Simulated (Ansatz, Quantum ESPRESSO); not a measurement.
## SiBi (Pm-3m): phonons by linear response

How does SiBi (Pm-3m) vibrate, and is this structure a minimum?

Calculated with Quantum ESPRESSO 7.5; DFT LDA, scalar-relativistic, plane waves, PseudoDojo norm-conserving pseudopotentials.

The structure was built from a prototype and need not be the compound's stable phase.

**1. Starting point**

The structure is cubic, space group Pm-3m (No. 221). Conventional cell: a = 3.522 Å, b = 3.522 Å, c = 3.522 Å, α = 90.00°, β = 90.00°, γ = 90.00°. Nearest to Bi lie 8 Si at 3.05 Å. Si has 8 Bi at 3.05 Å nearest. Farther neighbours are not listed.

Coordinates:

```cif
data_structure
_symmetry_space_group_name_H-M 'Pm-3m'
_symmetry_Int_Tables_number 221
_cell_length_a 3.5223
_cell_length_b 3.5223
_cell_length_c 3.5223
_cell_angle_alpha 90.000
_cell_angle_beta 90.000
_cell_angle_gamma 90.000
_cell_volume 43.70
loop_
_atom_site_label
_atom_site_type_symbol
_atom_site_symmetry_multiplicity
_atom_site_Wyckoff_symbol
_atom_site_fract_x
_atom_site_fract_y
_atom_site_fract_z
_atom_site_occupancy
Bi1 Bi 1 a 0.00000 0.00000 0.00000 1
Si1 Si 1 b 0.50000 0.50000 0.50000 1
```

**2. A first look**

Before anything dear is run, a loose run with smearing shows whether this is a metal and how far the cell is from rest.

The input, probe.in:

```
&CONTROL
  calculation = 'scf'
  prefix      = 'x'
  outdir      = './tmp'
  pseudo_dir  = './pseudo'
  tprnfor     = .true.
  tstress     = .true.
  verbosity   = 'high'
/
&SYSTEM
  ibrav       = 1
  celldm(1)   = 6.65619463
  nat         = 2
  ntyp        = 2
  ecutwfc     = 70.0
  occupations = 'smearing'
  smearing    = 'gaussian'
  degauss     = 0.01
/
&ELECTRONS
  conv_thr         = 1.0d-07
  mixing_beta      = 0.7
  electron_maxstep = 100
/
ATOMIC_SPECIES
 Bi    208.9804  Bi.upf
 Si     28.0850  Si.upf
ATOMIC_POSITIONS crystal
 Bi     0.000000000   0.000000000   0.000000000
 Si     0.500000000   0.500000000   0.500000000
K_POINTS automatic
 6 6 6 0 0 0
```

Launch:

```bash
$ OMP_NUM_THREADS=1 mpirun -n 4 pw.x -nk 4 -in probe.in > probe.out
```

The log of the run:

```text
[banners, grids, parts of the stress and lines that vanish by symmetry left out]
Program PWSCF v.7.5
     bravais-lattice index     =            1
     lattice parameter (alat)  =       6.6562  a.u.
[...]
kinetic-energy cutoff     =      70.0000  Ry
     charge density cutoff     =     280.0000  Ry
     scf convergence threshold =      1.0E-07
[...]
Exchange-correlation= SLA  PW   NOGX NOGC
                           (   1   4   0   0   0   0   0)
[...]
48 Sym. Ops., with inversion, found
[...]
(     0          1          0      )
                  (     0          0          1      )
[...]
(  0.0000000  1.0000000  0.0000000 )
                  (  0.0000000  0.0000000  1.0000000 )
[...]
(     0         -1          0      )
                  (     0          0          1      )
[...]
(  0.0000000 -1.0000000  0.0000000 )
[...]
(     0          0          1      )
                  (     1          0          0      )
[...]
( -1.0000000  0.0000000  0.0000000 )
                  (  0.0000000  1.0000000  0.0000000 )
[...]
number of k points=    20  Gaussian smearing, width (Ry)=  0.0100
[...]
End of self-consistent calculation
[...]
the Fermi energy is    12.1561 ev
!    total energy              =    -172.28378409 Ry
[...]
convergence has been achieved in   6 iterations
[...]
atom    1 type  1   force =     0.00000000    0.00000000    0.00000000
     atom    2 type  2   force =     0.00000000    0.00000000    0.00000000
[...]
Total force =     0.000000     Total SCF correction =     0.000000
[...]
total   stress  (Ry/bohr**3)                   (kbar)     P=       19.72
[...]
XML data file, charge density, pseudopotentials, collected wavefunctions

   JOB DONE.
```

Run time: 3 s. Hardware: 4 MPI ranks of Arm Neoverse V1, shared host; 12 s of CPU time.

Numbers from this step:

```
volume per atom   : 21.85 Å³
pressure          : 1.972 GPa
gap on the k-mesh : 0 eV
```

No gap opens on this mesh, so smearing is kept; the start stands at 2.0 GPa.

**3. Relaxation**

The relaxation runs at a cutoff a fifth above that of the response, since stress converges more slowly with the basis than frequencies do. Forces and stress are brought to rest with tight thresholds.

The input, relax.in:

```
&CONTROL
  calculation   = 'vc-relax'
  prefix        = 'x'
  outdir        = './tmp'
  pseudo_dir    = './pseudo'
  tprnfor       = .true.
  tstress       = .true.
  forc_conv_thr = 2.0d-05
  etot_conv_thr = 1.0d-07
  nstep         = 40
/
&SYSTEM
  ibrav       = 1
  celldm(1)   = 6.65619463
  nat         = 2
  ntyp        = 2
  ecutwfc     = 84
  occupations = 'smearing'
  smearing    = 'mv'
  degauss     = 0.02
/
&ELECTRONS
  conv_thr         = 1.0d-11
  mixing_beta      = 0.7
  electron_maxstep = 100
/
&IONS
/
&CELL
  press_conv_thr = 0.2
/
ATOMIC_SPECIES
 Bi    208.9804  Bi.upf
 Si     28.0850  Si.upf
ATOMIC_POSITIONS crystal
 Bi     0.000000000   0.000000000   0.000000000
 Si     0.500000000   0.500000000   0.500000000
K_POINTS automatic
 10 10 10 0 0 0
```

Launch:

```bash
$ OMP_NUM_THREADS=1 mpirun -n 4 pw.x -nk 4 -in relax.in > relax.out
```

The log of the run:

```text
[banners, grids, parts of the stress and lines that vanish by symmetry left out]
[banner, memory and clock lines left out]
Program PWSCF v.7.5

[...]
kinetic-energy cutoff     =      84.0000  Ry
     charge density cutoff     =     336.0000  Ry
     scf convergence threshold =      1.0E-11
[...]
energy convergence thresh.=      1.0E-07
     force convergence thresh. =      2.0E-05
     press convergence thresh. =      2.0E-01
     Exchange-correlation= SLA  PW   NOGX NOGC
                           (   1   4   0   0   0   0   0)
[...]
48 Sym. Ops., with inversion, found
[...]
number of k points=    56  Marzari-Vanderbilt smearing, width (Ry)=  0.0200
[...]
End of self-consistent calculation
[...]
the Fermi energy is    11.9311 ev
!    total energy              =    -172.29040931 Ry
[...]
convergence has been achieved in   8 iterations
[...]
atom    1 type  1   force =     0.00000000    0.00000000    0.00000000
     atom    2 type  2   force =     0.00000000    0.00000000    0.00000000
     Total force =     0.000000     Total SCF correction =     0.000000
[...]
total   stress  (Ry/bohr**3)                   (kbar)     P=       20.44
[...]
number of bfgs steps    =   0
[...]
CELL_PARAMETERS (alat=  6.65619463)
[...]
ATOMIC_POSITIONS (crystal)
Bi               0.0000000000        0.0000000000        0.0000000000
Si               0.5000000000        0.5000000000        0.5000000000
[...]
New effective cutoffs (rho, wfc):  333.61   83.41
[...]
End of self-consistent calculation
[...]
the Fermi energy is    11.7680 ev
!    total energy              =    -172.29074803 Ry
[...]
convergence has been achieved in   5 iterations
[...]
atom    1 type  1   force =     0.00000000    0.00000000    0.00000000
     atom    2 type  2   force =     0.00000000    0.00000000    0.00000000
     Total force =     0.000000     Total SCF correction =     0.000000
[...]
total   stress  (Ry/bohr**3)                   (kbar)     P=       11.95
[...]
number of bfgs steps    =   1
[...]
CELL_PARAMETERS (alat=  6.65619463)
[...]
ATOMIC_POSITIONS (crystal)
Bi               0.0000000000        0.0000000000        0.0000000000
Si               0.5000000000        0.5000000000        0.5000000000
[...]
New effective cutoffs (rho, wfc):  331.08   82.78
[...]
End of self-consistent calculation
[...]
the Fermi energy is    11.5908 ev
!    total energy              =    -172.29092221 Ry
[...]
convergence has been achieved in   7 iterations
[...]
atom    1 type  1   force =     0.00000000    0.00000000    0.00000000
     atom    2 type  2   force =     0.00000000    0.00000000    0.00000000
     Total force =     0.000000     Total SCF correction =     0.000000
[...]
total   stress  (Ry/bohr**3)                   (kbar)     P=        3.14
[...]
number of bfgs steps    =   2
[...]
CELL_PARAMETERS (alat=  6.65619463)
[...]
ATOMIC_POSITIONS (crystal)
[...]
New effective cutoffs (rho, wfc):  330.18   82.55
[...]
End of self-consistent calculation
[...]
the Fermi energy is    11.5274 ev
!    total energy              =    -172.29093577 Ry
[...]
convergence has been achieved in   7 iterations
[...]
atom    1 type  1   force =     0.00000000    0.00000000    0.00000000
     atom    2 type  2   force =     0.00000000    0.00000000    0.00000000
     Total force =     0.000000     Total SCF correction =     0.000000
[...]
total   stress  (Ry/bohr**3)                   (kbar)     P=        0.10
[...]
number of bfgs steps    =   3
[...]
CELL_PARAMETERS (alat=  6.65619463)
[...]
ATOMIC_POSITIONS (crystal)
[...]
New effective cutoffs (rho, wfc):  330.15   82.55
[...]
End of self-consistent calculation
[...]
the Fermi energy is    11.5254 ev
!    total energy              =    -172.29093578 Ry
[...]
convergence has been achieved in   4 iterations
[...]
atom    1 type  1   force =     0.00000000    0.00000000    0.00000000
     atom    2 type  2   force =     0.00000000    0.00000000    0.00000000
     Total force =     0.000000     Total SCF correction =     0.000000
[...]
total   stress  (Ry/bohr**3)                   (kbar)     P=        0.00
[...]
bfgs converged in   5 scf cycles and   4 bfgs steps
[...]
End of BFGS Geometry Optimization
     Final enthalpy           =    -172.2909357843 Ry
     File ./tmp/x.bfgs deleted, as requested
[...]
CELL_PARAMETERS (alat=  6.65619463)
[...]
ATOMIC_POSITIONS (crystal)
Bi               0.0000000000        0.0000000000        0.0000000000
Si               0.5000000000        0.5000000000        0.5000000000
[...]
Final scf calculation at the relaxed structure.
[...]
kinetic-energy cutoff     =      84.0000  Ry
     charge density cutoff     =     336.0000  Ry
     scf convergence threshold =      1.0E-13
[...]
press convergence thresh. =      2.0E-01
     Exchange-correlation= SLA  PW   NOGX NOGC
                           (   1   4   0   0   0   0   0)
[...]
48 Sym. Ops., with inversion, found
[...]
number of k points=    56  Marzari-Vanderbilt smearing, width (Ry)=  0.0200
[...]
c_bands:  1 eigenvalues not converged
[...]
End of self-consistent calculation
[...]
the Fermi energy is    11.5254 ev
!    total energy              =    -172.29093647 Ry
[...]
convergence has been achieved in  10 iterations
[...]
atom    1 type  1   force =     0.00000000    0.00000000    0.00000000
     atom    2 type  2   force =     0.00000000    0.00000000    0.00000000
     Total force =     0.000000     Total SCF correction =     0.000000
[...]
total   stress  (Ry/bohr**3)                   (kbar)     P=        0.00
[...]
XML data file, charge density, pseudopotentials, collected wavefunctions
```

It took 48 s on 4 MPI ranks; 3.2 min of CPU time.

Relaxation path:

```tsv
step	energy less that of the first step (eV)	largest force (eV/Å)	pressure (GPa)	volume (Å³)
1	0.0000	0.0000	2.04	43.70
2	-0.0046	0.0000	1.19	44.16
3	-0.0070	0.0000	0.31	44.66
4	-0.0072	0.0000	0.01	44.85
5	-0.0072	0.0000	0.00	44.85
6	-0.0072	0.0000	0.00	44.85
```

```tsv
conventional cell, symmetrised	before	after	change
a (Å)	3.522	3.553	+0.9 %
b (Å)	3.522	3.553	+0.9 %
c (Å)	3.522	3.553	+0.9 %
volume (Å³/atom)	21.85	22.43	+2.6 %
```

Final coordinates:

```
CELL_PARAMETERS angstrom
3.55301 0.00000 0.00000
0.00000 3.55301 0.00000
0.00000 0.00000 3.55301
ATOMIC_POSITIONS crystal
Bi 0.00000 0.00000 0.00000
Si 0.50000 0.50000 0.50000
```

The last row of the table of steps is pw.x's closing run on a basis chosen anew for the final cell, so its energy can jump.

This step gave:

```yaml
volume_per_atom: 22.43 Å³
pressure: 0 GPa
```

The volume changes by +2.6 % from the cell with which this run began.

**4. Ground state**

The response is built on this ground state, so it is converged far tighter than an energy would need. Smearing stays on, as the first look found no gap above 0.3 eV.

The input, scf.in:

```
&CONTROL
  calculation = 'scf'
  prefix      = 'x'
  outdir      = './tmp'
  pseudo_dir  = './pseudo'
  tprnfor     = .true.
  tstress     = .true.
/
&SYSTEM
  ibrav       = 1
  celldm(1)   = 6.71421127
  nat         = 2
  ntyp        = 2
  ecutwfc     = 70.0
  occupations = 'smearing'
  smearing    = 'mv'
  degauss     = 0.02
/
&ELECTRONS
  conv_thr         = 1.0d-12
  mixing_beta      = 0.7
  electron_maxstep = 100
/
ATOMIC_SPECIES
 Bi    208.9804  Bi.upf
 Si     28.0850  Si.upf
ATOMIC_POSITIONS crystal
 Bi     0.000000000   0.000000000   0.000000000
 Si     0.500000000   0.500000000   0.500000000
K_POINTS automatic
 10 10 10 0 0 0
```

Launch:

```bash
$ OMP_NUM_THREADS=1 mpirun -n 4 pw.x -nk 4 -in scf.in > scf.out
```

The log of the run:

```text
[banners, grids, parts of the stress and lines that vanish by symmetry left out]
[banner, memory and clock lines left out]
Program PWSCF v.7.5

[...]
kinetic-energy cutoff     =      70.0000  Ry
     charge density cutoff     =     280.0000  Ry
     scf convergence threshold =      1.0E-12
[...]
Exchange-correlation= SLA  PW   NOGX NOGC
                           (   1   4   0   0   0   0   0)
[...]
48 Sym. Ops., with inversion, found
[...]
number of k points=    56  Marzari-Vanderbilt smearing, width (Ry)=  0.0200
[...]
End of self-consistent calculation
[...]
the Fermi energy is    11.5254 ev
!    total energy              =    -172.29092658 Ry
[...]
convergence has been achieved in   9 iterations
[...]
atom    1 type  1   force =     0.00000000    0.00000000    0.00000000
     atom    2 type  2   force =     0.00000000    0.00000000    0.00000000
     Total force =     0.000000     Total SCF correction =     0.000000
[...]
total   stress  (Ry/bohr**3)                   (kbar)     P=       -0.04
[...]
XML data file, charge density, pseudopotentials, collected wavefunctions
```

Wall time 9 s (4 MPI ranks); 36 s of CPU time.

Read from the output:

```yaml
pressure: -0.004 GPa
```

The cell stands at -0.004 GPa, close enough for phonons.

(Continued in part 2 of 3.)

[Host names and launcher messages were left out of these logs when they were recorded.]

[Logs are printed without paths, hosts, clocks, repeated set-up lines and the standing remarks that a program may print on its own settings, such as how far it seeks lower states.]

[Hosts, paths, dates, database ids (printed as entryN), source tags and the programs' standing remarks are cut or masked in the printed files.]
